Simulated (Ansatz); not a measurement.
# Stack of Hf2NOS MXene under honeycomb GaN, shifted by two thirds of the diagonal in a perpendicular field, part 3 of 3

Wanted: the out-of-plane response of the stack of Hf2NOS MXene under honeycomb GaN, shifted by two thirds of the diagonal. A positive field points along +c.

Ansatz 0.2.0; plane-wave DFT, PBE-D3(BJ), Ansatz PAW.

So far. Step 7 (Single point, field 0.2 V/Å): The dipole is 0.155 e·Å, 0.0939 e·Å from its value without field. Step 8 (Atoms held, field 0.3 V/Å): The dipole is 0.202 e·Å, 0.141 e·Å from its value without field.

## (9) Response, atoms held

This step: plane-wave DFT, PBE-D3(BJ), Ansatz PAW; response to a field along the normal, atoms held (Ansatz 0.2.0).

The dipoles give the slope, and the difference of two potentials shows where the field is screened.

Numbers from this step:

```yaml
equivalent_conductor_thickness_p_eps_0ae: 9.214 Å
distance_between_the_outer_atoms: 8.003 Å
```

Table of dipole of the cell by applied field:

```csv
applied field (V/Å),dipole of the cell (e·Å)
-0.050,0.0373
0.000,0.0608
0.050,0.0842
0.100,0.108
0.200,0.155
0.300,0.202
```

Local field over the applied field, running mean. From the potentials at -0.05 and 0.05 V/Å; running mean over 2.5 Å. Table of local field over applied field by z:

```csv
z (Å),local field over applied field
4.5,0.999
5.0,0.998
5.5,0.993
6.0,0.977
6.5,0.935
7.0,0.838
7.5,0.682
8.0,0.503
8.5,0.322
9.0,0.170
9.5,0.0790
10.0,0.0479
10.5,0.0374
11.0,0.0389
11.5,0.0459
12.0,0.0494
12.5,0.0530
13.0,0.0789
13.5,0.132
14.0,0.209
14.5,0.285
15.0,0.327
15.5,0.316
16.0,0.275
16.5,0.206
17.0,0.182
17.5,0.255
18.0,0.406
18.5,0.576
19.0,0.753
19.5,0.884
20.0,0.952
20.5,0.982
21.0,0.994
21.5,0.998
```

Electrons, planar mean, per unit field. Induced electron density against z:

```
z (Å)  induced electron density (e/Å³ per V/Å)
  4.5                                   2.2e-6
  5.0                                   8.1e-6
  5.5                                   2.8e-5
  6.0                                   9.6e-5
  6.5                                   3.0e-4
  7.0                                   8.7e-4
  7.5                                  0.00220
  8.0                                  0.00379
  8.5                                  0.00256
  9.0                                   6.5e-4
  9.5                                   5.5e-4
 10.0                                  -5.8e-4
 10.5                                  -1.4e-4
 11.0                                   2.1e-4
 11.5                                   3.0e-4
 12.0                                  -1.3e-4
 12.5                                  -5.7e-4
 13.0                                   1.4e-4
 13.5                                  -6.0e-5
 14.0                                 -0.00184
 14.5                                 -0.00151
 15.0                                 -0.00144
 15.5                                  0.00103
 16.0                                  0.00276
 16.5                                   9.9e-4
 17.0                                   1.3e-4
 17.5                                 -0.00116
 18.0                                 -0.00387
 18.5                                 -0.00294
 19.0                                 -0.00146
 19.5                                  -6.1e-4
 20.0                                  -2.3e-4
 20.5                                  -8.1e-5
 21.0                                  -2.7e-5
 21.5                                  -8.3e-6
```

By hand: between -0.05 and 0.05 V/Å the dipole changes by 0.04688 e·Å, a slope of 0.4688 e·Å²/V. A perfect conductor of thickness t has p = ε₀AEt, so t = 180.95 × 0.4688 / 9.209 = 9.21 Å (e/ε₀ = 180.95 V·Å, A in Å²).

The induced dipole is that of a conductor 9.21 Å thick.

## (10) Varying the input

This step: plane-wave DFT, PBE-D3(BJ), Ansatz PAW (Ansatz 0.2.0).

A run with a changed input: it repeats the earlier run at 0.05 V/Å with efield.dipole_correction from true to false and efield.amplitude from 0.05 to -0.05.

The input, input.yaml:

```yaml
crystal:
  lattice:
    - [3.2609714053, 0.0, 0.0]
    - [-1.6304857027, 2.824084078, 0.0]
    - [0.0, 0.0, 26.0034037952]
  atoms:
    - { symbol: S, position: [0.3333333333, 0.6666666667, 0.3461085353] }
    - { symbol: Hf, position: [0.6666666667, 0.3333333333, 0.4076977625] }
    - { symbol: "N", position: [0.0, 0.0, 0.4597985064] }
    - { symbol: Hf, position: [0.3333333333, 0.6666666667, 0.5091073056] }
    - { symbol: O, position: [0.6666666667, 0.3333333333, 0.545887068] }
    - { symbol: "N", position: [0.3333333333, 0.6666666667, 0.6537566718] }
    - { symbol: Ga, position: [0.0, 0.0, 0.6538914647] }
kpoints:
  mp_grid: { grid: [18, 18, 1] }
  band_path:
    path: [[0, 0, 0], [0.5, 0, 0], [0.33333333, 0.33333333, 0], [0, 0, 0]]
    npoints: 16
hamiltonian:
  xc: pbe
  dispersion: d3bj
scf:
  occupations: { method: fermi_dirac, width: 0.02585 }
  convergence: { dr2_threshold: 1.0e-10 }
efield:
  axis: 3
  dipole_correction: false
  ramp_position: 0.97
  ramp_width: 0.06
  amplitude: -0.05
output:
  write_potential: true
  write_density: true
  volumetric_format: npy
```

Launch:

```bash
$ ansatz run input.yaml --threads 4 --pin off --max-ram 6144MiB --backend cpu --events-out ev --progress --plain --runs-dir out
```

Numbers of over 12 decimals in the logs are rounded to 6 here.

What it wrote:

```text
[...]
Crystal: 7 atoms, lattice volume = 239.472 Å³
Basis set: ecut = 420 eV, 4779 PW (Γ)
Bands: 53, of which v1, the nominal top of the filled ones, is band 44 counted from 1 (43 counted from 0)
Symmetry: 6 space group operations
[...]
k-points: 37 of 324 (time reversal used)
[...]
SCF iter   1: F=—  HF=-37472.574606 eV  |F-HF|=—  |Δ(HF+E_count)|=         —  Δρ=3.36e-3  dr2=1.46e-1  ethr=1.77e-3  p=0.122 e·Å  V_vac-E_F(+/−)=4.13/5.52 eV  ⟨swp⟩=8.2  Hψ=8183  notcnv=0  defer=20
[...]
SCF iter  13: F=-37472.568256 eV  HF=-37472.568256 eV  |F-HF|=3.64e-11  |Δ(HF+E_count)|=  6.62e-10  Δρ=1.20e-7  dr2=5.23e-11  ethr=1.00e-12  p=0.058 e·Å  V_vac-E_F(+/−)=4.18/5.47 eV  ⟨swp⟩=13.8  Hψ=7914  notcnv=0
SCF 1 converged in 13 iterations: F = -37472.568256 eV  dr2 = 5.23e-11
[...]
SCF converged after 13 iterations
Free energy (F): -37472.568256 eV
[...]
Internal energy: -37472.562868 eV  (E = F + TS)
E sigma→0 (E₀):  -37472.565562 eV
Entropy (-TS):   -0.005389 eV (-0.770 meV/atom)
Fermi energy:    3.020161 eV
Dipole field:    D = 0.043672 V/Å  (p = 0.057796 e·Å, saw-weighted)
Work function:   not extracted (applied field tilts the vacuum); planar V_es + V_field profile in the machine report
[...]
--- Band table (eV; the first three rows and the last of 37) ---
  k-point 0: bands = [... 40 lower, 1.5350, 2.0225, 2.0225, 3.6708, 3.7895, 3.7895, 3.9796, 5.0080, ... 5 higher]
  k-point 1: bands = [... 40 lower, 1.4749, 1.8053, 1.9424, 3.5868, 3.9195, 3.9202, 4.2143, 5.0620, ... 5 higher]
  k-point 2: bands = [... 40 lower, 1.3069, 1.4021, 1.7736, 3.3392, 4.1902, 4.2243, 4.6955, 5.1719, ... 5 higher]
  k-point 36: bands = [... 40 lower, -0.5237, 0.0062, 1.8751, 4.3627, 4.5509, 5.2867, 6.2318, 6.3470, ... 5 higher]
```

It took 31 s on 4 threads of Arm Neoverse V1, shared host; peak memory 0.92 GiB; 2 min of CPU time.

```
                     quantity  this run  earlier run  difference
dipole along the normal (e·Å)   0.05780      0.08421      -0.026
```

The applied field differs, and the slope found earlier predicts a dipole of 0.0373 e·Å; this run gives 0.0578 e·Å, 0.020 e·Å more.

With the dipole correction off, the periodic images add a field of their own to the typed one.

These numbers are not those of the isolated slab.

## (11) The same run with other settings

An input spoilt on purpose, to show how the run answers: it repeats the earlier run at 0.05 V/Å with efield.ramp_position from 0.97 to 0.484, and scf.max_iter set to 60.

input.yaml, as its differences from that of step 10:

```diff
@@ -24,8 +24,9 @@
   convergence: { dr2_threshold: 1.0e-10 }
+  max_iter: 60
 efield:
   axis: 3
-  dipole_correction: false
-  ramp_position: 0.97
+  dipole_correction: true
+  ramp_position: 0.484
   ramp_width: 0.06
-  amplitude: -0.05
+  amplitude: 0.05
 output:
```

What it wrote:

```text
Engine: ansatz 0.2.0, aarch64-unknown-linux-gnu
Pseudopotentials: kind: paw
Pseudopotential: S, paw, valence charge 6, recommended cutoff 420 eV (normal), S.paw.azcp
Pseudopotential: Hf, paw, valence charge 26, recommended cutoff 420 eV (normal), Hf.paw.azcp
Pseudopotential: N, paw, valence charge 5, recommended cutoff 420 eV (normal), N.paw.azcp
Pseudopotential: O, paw, valence charge 6, recommended cutoff 420 eV (normal), O.paw.azcp
Pseudopotential: Ga, paw, valence charge 13, recommended cutoff 420 eV (normal), Ga.paw.azcp
Functional definition: PBE
  parameter kappa = 0.804
  parameter beta = 0.066725
  exchange = pbe_x(kappa = kappa, mu = beta*pi^2/3)
  correlation = pbe_c(beta = beta)
Crystal: 7 atoms, lattice volume = 239.472 Å³
Basis set: ecut = 420 eV, 4779 PW (Γ)
Bands: 53, of which v1, the nominal top of the filled ones, is band 44 counted from 1 (43 counted from 0)
Symmetry: 6 space group operations
Space group: P3m1 (ITA 156), of the structure as read, at distance tolerance 6.2e-5 Å
k-points: 37 of 324 (time reversal used)
Non-local potential: S, projectors of the file, l = 0: 2, l = 1: 2, l = 2: 2
Non-local potential: Hf, projectors of the file, l = 0: 3, l = 1: 2, l = 2: 2, l = 3: 3
Non-local potential: N, projectors of the file, l = 0: 2, l = 1: 2, l = 2: 1
Non-local potential: O, projectors of the file, l = 0: 2, l = 1: 2, l = 2: 1
Non-local potential: Ga, projectors of the file, l = 0: 2, l = 1: 2, l = 2: 3, l = 3: 1
PAW form: soft (Blöchl's): semilocal exchange-correlation on the pseudo side does not see the compensation charge
PAW one-centre angular grid: S, 110 points (default); XC on 64 Gauss nodes
PAW one-centre angular grid: Hf, 590 points (default); XC on 64 Gauss nodes
PAW one-centre angular grid: N, 110 points (default); XC on 64 Gauss nodes
PAW one-centre angular grid: O, 110 points (default); XC on 64 Gauss nodes
PAW one-centre angular grid: Ga, 590 points (default); XC on 64 Gauss nodes
Initial density: superposition of atomic densities (neutral atoms: chi_scale 0, normalization atom, screened)
Initial wavefunctions: pseudopotential atomic-orbital guess
Functional: x = pbe(κ = 0.804, μ = 0.219515), c = pbe(β = 0.066725)
Error: efield: ion 3 (Hf) at fractional coordinate 0.5091 along the field axis lies inside the sawtooth ramp with 2 of the planes that the density is read on at each end, [0.4729, 0.5551] — the ramp must sit in vacuum (an ion there feels the fictitious reversed slope); set or move the ramp (efield.ramp_position / ramp_width) or move the geometry
```

Elapsed: 0.39 s, on 4 threads; peak memory 0.45 GiB.

The program refused the input before any cycle.

The program's message: “Error: efield: ion 3 (Hf) at fractional coordinate 0.5091 along the field axis lies inside the sawtooth ramp with 2 of the planes that the density is read on at each end, [0.4729, 0.5551] — the ramp m …”

The fault put into the input: the ramp among the atoms.

## (12) Summary of results

| Quantity | Value |
| --- | --- |
| gap without field | none |
| work function, upper face | 4.23 eV |
| step between the vacuum levels | -1.19 eV |
| equivalent conductor thickness, atoms held | 9.21 Å |

The induced dipole equals that of a perfect conductor 9.21 Å thick, while the outer atoms lie 8.00 Å apart. The two faces differ: the vacuum level above lies 1.19 eV lower than the one below. There is no gap over 0.03 eV, with or without the field. The first relaxation ran with spin and lost its moment, and the later runs have none; other magnetic states were not tried. Spin-orbit coupling is left out, which matters for the bands of elements this heavy. The MXene's terminations sit over the metal atoms of its far layer; the site over carbon or nitrogen, which some compounds prefer, was not run.

[Logs are printed without paths, hosts, clocks, repeated set-up lines and the standing remarks that a program may print on its own settings, such as how far it seeks lower states.]

[Hosts, paths, dates, database ids (printed as entryN), source tags and the programs' standing remarks are cut or masked in the printed files.]

[Maps of the electrostatic potential energy from Ansatz leave out the sawtooth potential of an applied field or a dipole correction, so their vacuum need not be flat; planar profiles and work functions include it.]
